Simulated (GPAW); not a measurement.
## MnS (Alabandite): one coupling from two orders, and a test

Can a spin model with one coupling foretell the energy of a further order of MnS (Alabandite)?

Calculated with GPAW 26.7.0; PBE with U = 4 eV on Mn d; plane waves with GPAW's PAW setups, scalar-relativistic.

## Step 1: Starting point

The structure is cubic, space group Fm-3m (No. 225). The conventional cell has a = 5.224 Å, b = 5.224 Å, c = 5.224 Å, α = 90.00°, β = 90.00°, γ = 90.00°. Nearest to Mn lie 6 S at 2.61 Å. S has 6 Mn at 2.61 Å nearest. Farther neighbours and most contacts between anions are not listed.

## Step 2: The parallel order

All energies count from this run. A Hubbard U of customary size acts on the open shell; it was not fitted to this crystal.

The input, order1.py:

```python
import json
import numpy as np
from ase import Atoms
from ase.parallel import paropen, parprint
from gpaw import GPAW

atoms = Atoms(['Mn', 'S'],
    cell=[[0.0, 2.6118, 2.6118],
         [2.6118, 0.0, 2.6118],
         [2.6118, 2.6118, 0.0]],
    scaled_positions=[[0.0, 0.0, 0.0],
         [0.5, 0.5, 0.5]],
    pbc=True,
    magmoms=[4.5, 0.0])
atoms.calc = GPAW(mode={'name': 'pw', 'ecut': 550},
    xc='PBE',
    kpts={'size': (8, 8, 8), 'gamma': True},
    occupations={'name': 'fermi-dirac', 'width': 0.05},
    convergence={'density': 1e-05, 'energy': 1e-05},
    maxiter=200,
    setups={'Mn': ':d,4.0'},
    symmetry={'tolerance': 1e-4},
    txt='order1.txt')
e = atoms.get_potential_energy(force_consistent=True)
res = {'free_energy': e, 'energy_sigma0': atoms.get_potential_energy(), 'fermi_energy': atoms.calc.get_fermi_level()}
res['moments'] = atoms.get_magnetic_moments().tolist()
res['total'] = atoms.get_magnetic_moment()
parprint('site moments (muB):', np.round(res['moments'], 3))
parprint(f"total moment: {res['total']:.3f} muB")
parprint(f'free energy: {e:.6f} eV')
atoms.calc.write('order1.gpw')
with paropen('results.json', 'w') as f:
    json.dump(res, f)
```

On the command line:

```
$ OMP_NUM_THREADS=1 mpirun -n 4 gpaw python order1.py > order1.log
```

Output:

```text
site moments (muB): [4.509 0.084]
total moment: 5.000 muB
free energy: -14.266682 eV

--- order1.txt ---
Input parameters:
  mode=PW(ecut=550),
  convergence={'density': 1e-05, 'energy': 1e-05},
  kpts=MonkhorstPack(size=(8, 8, 8), gamma=True),
  maxiter=200,
  occupations=Occupations(name='fermi-dirac', width=0.05),
  setups={'Mn': ':d,4.0'},
  symmetry=Symmetry(tolerance=0.0001),
  xc=XC(name='PBE')

[...]
|         14 |        15.242 |     0.000 |        17.410 |     0.000 |
|         15 |        15.242 |     0.000 |        17.410 |     0.000 |
|         16 |        15.242 |     0.000 |        17.410 |     0.000 |

Gap: 0.721 eV
Transition (v -> c):
  (s=0, k=28, n=12, [0.50, 0.50, 0.50]) -> (s=1, k=24, n=8, [0.50, 0.50, 0.00])
Direct/indirect transitions are different
Direct gap: 2.884 eV
Transition at: (s=0->1, k=9, n=12, [0.38, 0.25, 0.25])

[key lines of the parts left out:]
Free energy:     -14.266682
Converged in 10 steps
dipole moment: (-11.415778, -11.415778, -11.415778)  # |e|*Ang
Fermi level: 7.096
```

Elapsed: 9.4 s, on 4 MPI ranks of Intel Xeon Platinum 8375C at 2.90GHz (Ice Lake), shared host; peak memory 0.69 GiB; 37 s of CPU time.

Spin moment in the augmentation sphere by atom:

| atom | spin moment in the augmentation sphere (μB) |
| --- | --- |
| Mn1 | 4.51 |
| S2 | 0.08 |

This step gave:

```yaml
magnetization: 5.000 μB
final_state: ferromagnetic
```

After 10 cycles the largest moment stands at 4.51 μB.

## Step 3: The orders used for the fit

The other orders were run with the same settings, on meshes that hold the same points. Free energies (smearing 0.05 eV, its entropy term included) are divided by the number of Mn atoms; q is in fractions of the reciprocal vectors of the first run's cell.

| order | atoms | mesh | free energy (eV) | eV per Mn | largest moment (μB) |
| --- | --- | --- | --- | --- | --- |
| F + | 2 | 8×8×8 | -14.2667 | -14.2667 | 4.51 |
| AF q=(0,1/2,1/2) +- | 4 | 8×4×8 | -28.5716 | -14.2858 | 4.49 |

## Step 4: Counting neighbours

With E = −Σ J e_i·e_j over ordered pairs of unit vectors, turning a neighbour from parallel to opposed costs 2J a Mn atom. So an order lies 2 Σ n J over the parallel one, n being the opposed neighbours in each shell.

| shell | distance (Å) | neighbours | opposed in AF q=(0,1/2,1/2) +- | opposed in AF q=(0,0,1/2) +- |
| --- | --- | --- | --- | --- |
| J1 | 3.69 | 12 | 8 | 6 |
| J2 | 5.22 | 6 | 0 | 6 |

Only J1 is kept.

## Step 5: Solving

```
2 × 8 × J1 = -19.10 meV    (AF q=(0,1/2,1/2) +-)
J1 = -1.19 meV
```

## Step 6: The test

The couplings now give the orders that were left out:

```
2 × 6 × (-1.19) = -14.28 meV    (AF q=(0,0,1/2) +-)
```

The runs themselves:

| order | atoms | mesh | free energy (eV) | eV per Mn | largest moment (μB) | over the parallel order (meV) | foretold (meV) |
| --- | --- | --- | --- | --- | --- | --- | --- |
| AF q=(0,0,1/2) +- | 4 | 8×8×4 | -28.6356 | -14.3178 | 4.43 | -51.10 | -14.28 |

## Step 7: One more shell

The miss asks for the next shell, which takes one more order into the fit and leaves none for a test.

```
2 × 8 × J1 = -19.10 meV    (AF q=(0,1/2,1/2) +-)
2 × 6 × J1 + 2 × 6 × J2 = -51.10 meV    (AF q=(0,0,1/2) +-)
J1 = -1.19 meV
J2 = -3.06 meV
```

## Step 8: Outcome

```json
{"J1 (Mn–Mn at 3.69 Å)": "-1.19 meV", "largest miss on the orders left out": "37 meV", "J1 with 2 shells": "-1.19 meV", "J2 with 2 shells": "-3.06 meV"}
```

The model misses the order left out by 37 meV, 72 % of the span of the orders, so it fails: these couplings alone don't describe the crystal. With the next shell added the couplings are J1 = -1.19 and J2 = -3.06 meV, untested. The first dropped shell that the test feels is J2 at 5.22 Å. The site moments spread by 1.7 % over the orders. The couplings are effective ones: further shells with opposed neighbours are folded into them or show in the miss. No mean-field temperature is given: it needs a model that holds, an unfrustrated order and couplings in all three dimensions.

[Logs and program files are shortened in this print: banners, set-up blocks, solver, clock and traceback lines can be left out without a mark of their own.]

[Logs are printed without paths, hosts, clocks, repeated set-up lines and the standing remarks that a program may print on its own settings, such as how far it seeks lower states.]

[Hosts, paths, dates, database ids (printed as entryN), source tags and the programs' standing remarks are cut or masked in the printed files.]

[Where a cell is said to come from a database of computed structures, the database is the Materials Project.]
